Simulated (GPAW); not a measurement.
**Conductance along a series: a Sc chain with one atom pushed aside at constant bond length**

Wanted: the trend of the zero-bias conductance over a family of junctions, a Sc chain with one atom pushed aside at constant bond length.

Method: GPAW LCAO, PAW setups; Landauer transmission from Green's functions with principal layers (ASE), zero bias, in GPAW 26.7.0.

Most raw output is cut from this account.

### Step 1. The structure

The cell holds 13 atoms: 13 Sc. Its edges and angles: a = 9.000 Å, b = 9.000 Å, c = 36.368 Å, α = 90.0°, β = 90.0°, γ = 90.0°. Regions: left lead, 6 atoms (6 Sc); channel, 1 atom (1 Sc); right lead, 6 atoms (6 Sc). Vacuum lies along a and b. The structure is stacked along c, and the current runs across the ab planes.

### Step 2. Junction, offset 0.3 Å

The structure changes from member to member while basis and functional stay, so that the trend is less open to errors of the level than any single value.

The input, run.py:

```python
import json
import numpy as np
from ase import Atoms
from ase.transport.calculators import TransportCalculator
from gpaw import GPAW, FermiDirac
from gpaw.lcao.tools import get_lcao_hamiltonian
from scipy.linalg import eigh

# The junction with lead layers at both ends, along the third cell vector
device = Atoms(
    ['Sc', 'Sc', 'Sc', 'Sc', 'Sc', 'Sc', 'Sc', 'Sc', 'Sc', 'Sc', 'Sc', 'Sc', 'Sc'],
    positions=[
        [4.50000, 4.50000, 1.40000],
        [4.50000, 4.50000, 4.20000],
        [4.50000, 4.50000, 7.00000],
        [4.50000, 4.50000, 9.80000],
        [4.50000, 4.50000, 12.60000],
        [4.50000, 4.50000, 15.40000],
        [4.80000, 4.50000, 18.18388],
        [4.50000, 4.50000, 20.96776],
        [4.50000, 4.50000, 23.76776],
        [4.50000, 4.50000, 26.56776],
        [4.50000, 4.50000, 29.36776],
        [4.50000, 4.50000, 32.16776],
        [4.50000, 4.50000, 34.96776]],
    cell=[[9.0, 0.0, 0.0], [0.0, 9.0, 0.0], [0.0, 0.0, 36.36776]],
    pbc=True)

# One principal layer of the lead: the first 4 atoms of the device
lead = Atoms(
    ['Sc', 'Sc', 'Sc', 'Sc'],
    positions=[
        [4.50000, 4.50000, 1.40000],
        [4.50000, 4.50000, 4.20000],
        [4.50000, 4.50000, 7.00000],
        [4.50000, 4.50000, 9.80000]],
    cell=[[9.0, 0.0, 0.0], [0.0, 9.0, 0.0], [0.0, 0.0, 11.2]],
    pbc=True)

settings = dict(mode='lcao', basis='szp(dzp)', xc='PBE', h=0.2,
                occupations=FermiDirac(0.1), maxiter=250,
                mixer=dict(beta=0.1, nmaxold=8, weight=100.0),
                convergence=dict(density=0.0001))
energies = np.arange(-2, 2 + 1e-9, 0.05)
eta = 0.0001
n1, n2 = 1, 1
# k and -k transmit alike, so half of the mesh across the current serves
mesh = [(i, j) for i in range(n1) for j in range(n2) if (i, j) <= (-i % n1, -j % n2)]
weights = np.array([1 if (i, j) == (-i % n1, -j % n2) else 2 for i, j in mesh]) / (n1 * n2)

# [... helper functions left out ...]
fermi_lead = ground_state(lead, (1, 1, 10), 'lead.txt')
fermi_device = ground_state(device, (1, 1, 2), 'device.txt')
# [... loop over the mesh left out, but for ...]
        # Shift the lead onto the potential of the device's first layer
        shift = ((H[:, 0, 0] - H0[:, 0, 0]) / S0[0, 0]).real.mean()
# [...]
kT = 8.617333e-5 * 200
bias = [0.1, 0.2, 0.5, 1.0, 1.5, 2.0]
# [... integrals and printing left out ...]
```

Started as:

```console
$ OMP_NUM_THREADS=1 OPENBLAS_NUM_THREADS=1 python run.py
```

Elapsed: 2.3 min, on 1 thread of Arm Neoverse V1, shared host; peak memory 1.3 GiB.

This step gave:

| Item | Value |
| --- | --- |
| conductance | 3.104 G₀ |
| largest coupling past the next principal layer | 1.53e-8 eV |
| largest misfit of the first principal layer | 0.003304 eV |
| shift that aligns the lead | -7.74e-5 eV |
| basis functions of the junction | 208 |
| basis functions of a principal layer | 64 |
| transmission at the Fermi level (one spin) | 2.960 |

One spin. The transmission, zone mean by energy, zero at the Fermi level:

energy (eV), transmission, zone mean and a bar from the least value:
```
   -2.000       1.00 
   -1.800       1.00 
   -1.600       1.00 
   -1.400       1.00 
   -1.200       1.00 
   -1.000       1.00 
   -0.800       1.00 
   -0.600       1.00 
   -0.400       1.00 
   -0.200       2.95 ####################
    0.000       2.96 ####################
    0.200       3.98 ##############################
    0.250       3.98 ##############################
    0.400       3.97 ##############################
    0.600       1.99 ##########
    0.800       3.97 ##############################
    0.950       3.98 ##############################
    1.000       3.98 ##############################
    1.200       3.98 ##############################
    1.400       3.95 ##############################
    1.600       1.98 ##########
    1.800       1.00 
    2.000       1.00
```

Not self-consistent under bias; the bias window is split evenly. Table of current through one cell, from the zero-bias transmission by bias:

```tsv
bias (V)	current through one cell, from the zero-bias transmission (μA)
0.100	24.5
0.200	50.3
0.500	130
1.000	234
1.500	311
2.000	408
```

Transmission of the three most open eigenchannels against energy, zero at the Fermi level:

```tsv
energy (eV)	channel 1	channel 2	channel 3
-2.00	0.998	2.7e-10	0
-1.90	0.998	2.6e-10	0
-1.80	0.998	2.5e-10	0
-1.70	0.998	2.4e-10	0
-1.55	0.998	2.2e-10	0
-1.45	0.998	2.1e-10	0
-1.35	0.999	1.9e-10	0
-1.25	0.999	1.8e-10	0
-1.15	0.999	1.6e-10	0
-1.05	0.999	1.5e-10	0
-0.90	0.999	1.2e-10	0
-0.80	0.999	1.0e-10	0
-0.70	0.999	8.0e-11	0
-0.60	0.999	5.6e-11	0
-0.50	0.999	3.2e-11	0
-0.40	0.999	7.5e-12	0
-0.25	0.999	0.980	0.939
-0.15	0.999	0.992	0.971
-0.05	0.999	0.995	0.975
0.00	0.999	0.995	0.966
0.05	0.999	0.995	0.965
0.15	0.999	0.995	0.992
0.25	0.998	0.995	0.995
0.40	0.998	0.996	0.991
0.50	0.922	0.888	0.528
0.60	0.998	0.994	4.4e-10
0.70	0.998	0.995	0.973
0.80	0.998	0.996	0.990
0.90	0.998	0.996	0.993
1.05	0.998	0.996	0.993
1.15	0.997	0.996	0.993
1.25	0.997	0.995	0.992
1.35	0.997	0.994	0.990
1.45	0.997	0.994	6.3e-8
1.55	0.996	0.992	1.4e-10
1.70	0.998	8.9e-6	1.4e-10
1.80	0.997	1.4e-8	1.5e-10
1.90	0.997	5.5e-9	1.4e-10
2.00	0.996	1.8e-8	1.1e-10
```

Couplings past the next layer reach 1.5e-8 eV, small enough to drop; the matrix elements of the cell's first layer differ from the bulk lead's by up to 0.0033 eV. That layer keeps its own values in the calculation, and only beyond it is the lead taken as perfect. The Fermi levels of lead and junction count from different zeros of potential, one for each periodic cell; with both set to zero, the small remaining shift is what aligns them. By hand: G = 3.104 × 77.48 μS = 240 μS, a resistance of 4.16 kΩ; at 0.1 V a linear junction would pass 24.0 μA, and the integral over the bias window gives 24.5 μA.

### Step 3. Member of the series: offset = 0.6

The cell differs from the one that the last finished run ended in (c 36.368 → 36.270 Å).

Changes to run.py since step 2:

```diff
@@ -18,10 +18,10 @@
         [4.50000, 4.50000, 15.40000],
-        [4.80000, 4.50000, 18.18388],
-        [4.50000, 4.50000, 20.96776],
-        [4.50000, 4.50000, 23.76776],
-        [4.50000, 4.50000, 26.56776],
-        [4.50000, 4.50000, 29.36776],
-        [4.50000, 4.50000, 32.16776],
-        [4.50000, 4.50000, 34.96776]],
-    cell=[[9.0, 0.0, 0.0], [0.0, 9.0, 0.0], [0.0, 0.0, 36.36776]],
+        [5.10000, 4.50000, 18.13496],
+        [4.50000, 4.50000, 20.86992],
+        [4.50000, 4.50000, 23.66992],
+        [4.50000, 4.50000, 26.46992],
+        [4.50000, 4.50000, 29.26992],
+        [4.50000, 4.50000, 32.06992],
+        [4.50000, 4.50000, 34.86992]],
+    cell=[[9.0, 0.0, 0.0], [0.0, 9.0, 0.0], [0.0, 0.0, 36.26992]],
     pbc=True)
```

Run time: 2.1 min. Hardware: 1 thread; peak memory 1.3 GiB.

This step gave:

```yaml
conductance: 2.946 G₀
largest_misfit_of_the_first_principal_layer: 0.007566 eV
shift_that_aligns_the_lead: -6.37e-4 eV
transmission_at_the_fermi_level_one_spin: 2.918
```

One spin. Transmission, zone mean against energy, zero at the Fermi level:

energy (eV), transmission, zone mean and a bar from the least value:
```
    -2.00       1.00 #
    -1.85       1.00 #
    -1.70       1.00 #
    -1.60       1.00 #
    -1.45       1.00 #
    -1.30       1.00 #
    -1.15       1.00 #
    -1.05       1.00 #
    -0.90       1.00 #
    -0.75       1.00 #
    -0.60       1.00 #
    -0.50       1.00 #
    -0.35       1.00 #
    -0.20       2.29 ##############
    -0.05       2.87 ####################
     0.00       2.92 ####################
     0.05       3.07 #####################
     0.20       3.94 ##############################
     0.25       3.95 ##############################
     0.35       3.90 #############################
     0.50       2.48 ################
     0.60       1.94 ##########
     0.75       3.81 #############################
     0.90       3.95 ##############################
     1.05       3.93 ##############################
     1.15       3.91 ##############################
     1.30       3.84 #############################
     1.45       1.89 ##########
     1.60       1.79 #########
     1.70       0.96 #
     1.85       0.95 #
     2.00       0.87
```

Not self-consistent under bias; the bias window is split evenly. Table of current through one cell, from the zero-bias transmission by bias:

```tsv
bias (V)	current through one cell, from the zero-bias transmission (μA)
0.100	22.9
0.200	46.4
0.500	118
1.000	211
1.500	282
2.000	377
```

The transmission of the three most open eigenchannels by energy, zero at the Fermi level:

```tsv
energy (eV)	channel 1	channel 2	channel 3
-2.00	0.998	1.8e-10	0
-1.85	0.998	1.6e-10	0
-1.70	0.998	1.5e-10	0
-1.60	0.998	1.5e-10	0
-1.45	0.998	1.3e-10	0
-1.30	0.998	1.2e-10	0
-1.15	0.999	1.1e-10	0
-1.05	0.999	9.5e-11	0
-0.90	0.999	7.7e-11	0
-0.75	0.999	5.8e-11	0
-0.60	0.998	3.6e-11	0
-0.50	0.998	2.0e-11	0
-0.35	0.998	1.8e-10	4.9e-11
-0.20	0.998	0.913	0.375
-0.05	0.998	0.979	0.897
0.00	0.998	0.984	0.937
0.05	0.998	0.986	0.970
0.20	0.997	0.987	0.982
0.35	0.997	0.992	0.981
0.50	0.981	0.928	0.512
0.60	0.998	0.946	2.5e-10
0.75	0.998	0.978	0.925
0.90	0.995	0.992	0.986
1.05	0.994	0.993	0.987
1.15	0.994	0.991	0.982
1.30	0.995	0.991	0.957
1.45	0.951	0.935	3.1e-8
1.60	0.937	0.857	8.5e-11
1.70	0.960	3.6e-6	8.5e-11
1.85	0.951	4.2e-9	9.0e-11
2.00	0.866	1.0e-8	6.8e-11
```

The conductance, 2.95 G₀, lies 5.1 % below that of the member before.

### Step 4. Junction: offset = 0.9

The cell differs from the one that the last finished run ended in (c 36.270 → 36.103 Å).

Changes to run.py since step 3:

```diff
@@ -18,10 +18,10 @@
         [4.50000, 4.50000, 15.40000],
-        [5.10000, 4.50000, 18.13496],
-        [4.50000, 4.50000, 20.86992],
-        [4.50000, 4.50000, 23.66992],
-        [4.50000, 4.50000, 26.46992],
-        [4.50000, 4.50000, 29.26992],
-        [4.50000, 4.50000, 32.06992],
-        [4.50000, 4.50000, 34.86992]],
-    cell=[[9.0, 0.0, 0.0], [0.0, 9.0, 0.0], [0.0, 0.0, 36.26992]],
+        [5.40000, 4.50000, 18.05141],
+        [4.50000, 4.50000, 20.70283],
+        [4.50000, 4.50000, 23.50283],
+        [4.50000, 4.50000, 26.30283],
+        [4.50000, 4.50000, 29.10283],
+        [4.50000, 4.50000, 31.90283],
+        [4.50000, 4.50000, 34.70283]],
+    cell=[[9.0, 0.0, 0.0], [0.0, 9.0, 0.0], [0.0, 0.0, 36.10283]],
     pbc=True)
```

Elapsed: 2.2 min, on 1 thread; peak memory 1.3 GiB.

The conductance, 2.85 G₀, lies 3.1 % below that of the member before.

### Step 5. Junction: offset = 1.2

The cell differs from the one that the last finished run ended in (c 36.103 → 35.860 Å).

Changes to run.py since step 4:

```diff
@@ -18,10 +18,10 @@
         [4.50000, 4.50000, 15.40000],
-        [5.40000, 4.50000, 18.05141],
-        [4.50000, 4.50000, 20.70283],
-        [4.50000, 4.50000, 23.50283],
-        [4.50000, 4.50000, 26.30283],
-        [4.50000, 4.50000, 29.10283],
-        [4.50000, 4.50000, 31.90283],
-        [4.50000, 4.50000, 34.70283]],
-    cell=[[9.0, 0.0, 0.0], [0.0, 9.0, 0.0], [0.0, 0.0, 36.10283]],
+        [5.70000, 4.50000, 17.92982],
+        [4.50000, 4.50000, 20.45964],
+        [4.50000, 4.50000, 23.25964],
+        [4.50000, 4.50000, 26.05964],
+        [4.50000, 4.50000, 28.85964],
+        [4.50000, 4.50000, 31.65964],
+        [4.50000, 4.50000, 34.45964]],
+    cell=[[9.0, 0.0, 0.0], [0.0, 9.0, 0.0], [0.0, 0.0, 35.85964]],
     pbc=True)
```

The job ended after 2.4 min (1 thread; peak memory 1.3 GiB).

The conductance, 2.23 G₀, lies 22 % below that of the member before.

### Step 6. Comparing the runs

Times are for 1 thread of Arm Neoverse V1, shared host. The runs compared:

```tsv
no.	offset (Å)	conductance (G₀)	time	memory (GiB)
1	0.3	3.104	2.3 min	1.3
2	0.6	2.946	2.1 min	1.3
3	0.9	2.853	2.2 min	1.3
4	1.2	2.226	2.4 min	1.3
```

The runs together. Table of transmission, zone mean by energy, zero at the Fermi level:

```tsv
energy (eV)	0.3	0.6	0.9	1.2
-2.00	0.998	0.998	0.997	0.997
-1.85	0.998	0.998	0.998	0.998
-1.70	0.998	0.998	0.998	0.998
-1.50	0.998	0.998	0.998	0.998
-1.35	0.999	0.998	0.998	0.998
-1.20	0.999	0.999	0.998	0.997
-1.05	0.999	0.999	0.998	0.997
-0.90	0.999	0.999	0.998	0.997
-0.70	0.999	0.999	0.998	0.996
-0.55	0.999	0.998	0.998	0.995
-0.40	0.999	0.998	0.997	0.992
-0.25	2.92	1.88	1.89	1.97
-0.10	2.97	2.78	2.35	2.18
0.00	2.96	2.92	2.85	2.21
0.10	3.89	3.38	3.17	2.76
0.25	3.98	3.95	3.76	3.26
0.40	3.97	3.81	3.29	2.62
0.55	1.99	1.95	1.90	1.68
0.70	3.94	3.54	2.90	2.43
0.90	3.98	3.95	3.91	3.78
0.95	3.98	3.95	3.92	3.82
1.05	3.98	3.93	3.88	3.80
1.20	3.98	3.89	3.68	3.50
1.35	3.97	3.79	3.08	2.42
1.50	1.99	1.87	1.18	0.119
1.70	0.998	0.960	0.421	0.411
1.85	0.997	0.951	0.374	3.0e-4
2.00	0.996	0.866	0.293	0.163
```

The runs together. The current through one cell, from the zero-bias transmission by bias:

```tsv
bias (V)	0.3 (μA)	0.6 (μA)	0.9 (μA)	1.2 (μA)
0.100	24.5	22.9	22.1	17.4
0.200	50.3	46.4	43.9	35.6
0.500	130	118	111	95.9
1.000	234	211	197	171
1.500	311	282	260	228
2.000	408	377	353	317
```

### Step 7. Broadening 1e-05: eta = 1e-05

The broadening keeps the Green's functions finite; too large a value absorbs electrons where channels are open and leaks them where none are.

Changes to run.py since step 5:

```diff
@@ -18,10 +18,10 @@
         [4.50000, 4.50000, 15.40000],
-        [5.70000, 4.50000, 17.92982],
-        [4.50000, 4.50000, 20.45964],
-        [4.50000, 4.50000, 23.25964],
-        [4.50000, 4.50000, 26.05964],
-        [4.50000, 4.50000, 28.85964],
-        [4.50000, 4.50000, 31.65964],
-        [4.50000, 4.50000, 34.45964]],
-    cell=[[9.0, 0.0, 0.0], [0.0, 9.0, 0.0], [0.0, 0.0, 35.85964]],
+        [4.80000, 4.50000, 18.18388],
+        [4.50000, 4.50000, 20.96776],
+        [4.50000, 4.50000, 23.76776],
+        [4.50000, 4.50000, 26.56776],
+        [4.50000, 4.50000, 29.36776],
+        [4.50000, 4.50000, 32.16776],
+        [4.50000, 4.50000, 34.96776]],
+    cell=[[9.0, 0.0, 0.0], [0.0, 9.0, 0.0], [0.0, 0.0, 36.36776]],
     pbc=True)
@@ -44,3 +44,3 @@
 energies = np.arange(-2, 2 + 1e-9, 0.05)
-eta = 0.0001
+eta = 1e-05
 n1, n2 = 1, 1
```

Elapsed: 2.5 min, on 1 thread; peak memory 1.2 GiB.

This step gave:

```
conductance                                 : 3.117 G₀
largest misfit of the first principal layer : 0.003304 eV
shift that aligns the lead                  : -7.74e-5 eV
transmission at the Fermi level (one spin)  : 2.970
```

One spin. Table of transmission, zone mean by energy, zero at the Fermi level:

```tsv
energy (eV)	transmission, zone mean
-2.000	1.000
-1.800	1.000
-1.600	1.000
-1.400	1.000
-1.200	1.000
-1.000	1.000
-0.800	1.000
-0.600	1.000
-0.400	1.000
-0.200	2.96
0.000	2.97
0.200	3.99
0.300	4.00
0.400	3.99
0.600	2.00
0.800	3.99
0.900	3.99
1.000	3.99
1.200	3.99
1.400	3.98
1.600	1.99
1.800	0.999
2.000	0.998
```

Not self-consistent under bias; the bias window is split evenly. The current through one cell, from the zero-bias transmission by bias:

```tsv
bias (V)	current through one cell, from the zero-bias transmission (μA)
0.100	24.6
0.200	50.5
0.500	131
1.000	235
1.500	313
2.000	410
```

Table of transmission of the three most open eigenchannels by energy, zero at the Fermi level:

```tsv
energy (eV)	channel 1	channel 2	channel 3
-2.000	1.000	2.7e-12	0
-1.800	1.000	2.5e-12	0
-1.600	1.000	2.3e-12	0
-1.400	1.000	2.0e-12	0
-1.200	1.000	1.7e-12	0
-1.000	1.000	1.4e-12	0
-0.800	1.000	1.0e-12	0
-0.600	1.000	0	0
-0.400	1.000	0	0
-0.200	1.000	0.995	0.968
0.000	1.000	0.999	0.971
0.200	1.000	0.999	0.998
0.400	1.000	0.999	0.998
0.600	0.999	0.997	4.4e-12
0.800	1.000	0.998	0.998
1.000	0.999	0.999	0.999
1.200	0.999	0.999	0.998
1.400	0.999	0.998	0.995
1.600	0.997	0.991	1.4e-12
1.800	0.999	1.4e-10	1.5e-12
2.000	0.998	1.8e-10	1.1e-12
```

The conductance, 3.12 G₀, lies 0.4 % above that of the unchanged run.

### Step 8. Results

| Item | Value |
| --- | --- |
| conductance, first and last member | 3.10 and 2.23 G₀ |
| largest and smallest | 3.10 and 2.23 G₀ |

**Reading.** As the sideways shift goes from 0.3 to 1.2 Å, the conductance goes from 3.10 to 2.23 G₀. The conductance falls at every step of the series. The geometry was built from estimated bond lengths and not relaxed, so the numbers describe this model structure. The run had no spin polarisation, so a magnetic state, which chains and small molecules with open shells often have, wasn't tested. An evenly spaced straight chain is an idealisation: free chains tend to dimerise, zigzag or, where a band edge lies near the Fermi level, turn magnetic. The currents use the zero-bias T(E) throughout, which holds only while the bias is small against the distance to the nearest feature. Within about eight thermal energies of the Fermi level ln T(E) bends sharply from one computed energy to the next, or the lead's channel count changes, so the thermal averages, above all the thermopower, rest on an interpolation that may be rough. The thermopower isn't quoted: it samples T(E) farther from the Fermi level than the conductance does, and the energy grid wasn't tested for it.

[Logs are printed without paths, hosts, clocks, repeated set-up lines and the standing remarks that a program may print on its own settings, such as how far it seeks lower states.]

[Hosts, paths, dates, database ids (printed as entryN), source tags and the programs' standing remarks are cut or masked in the printed files.]
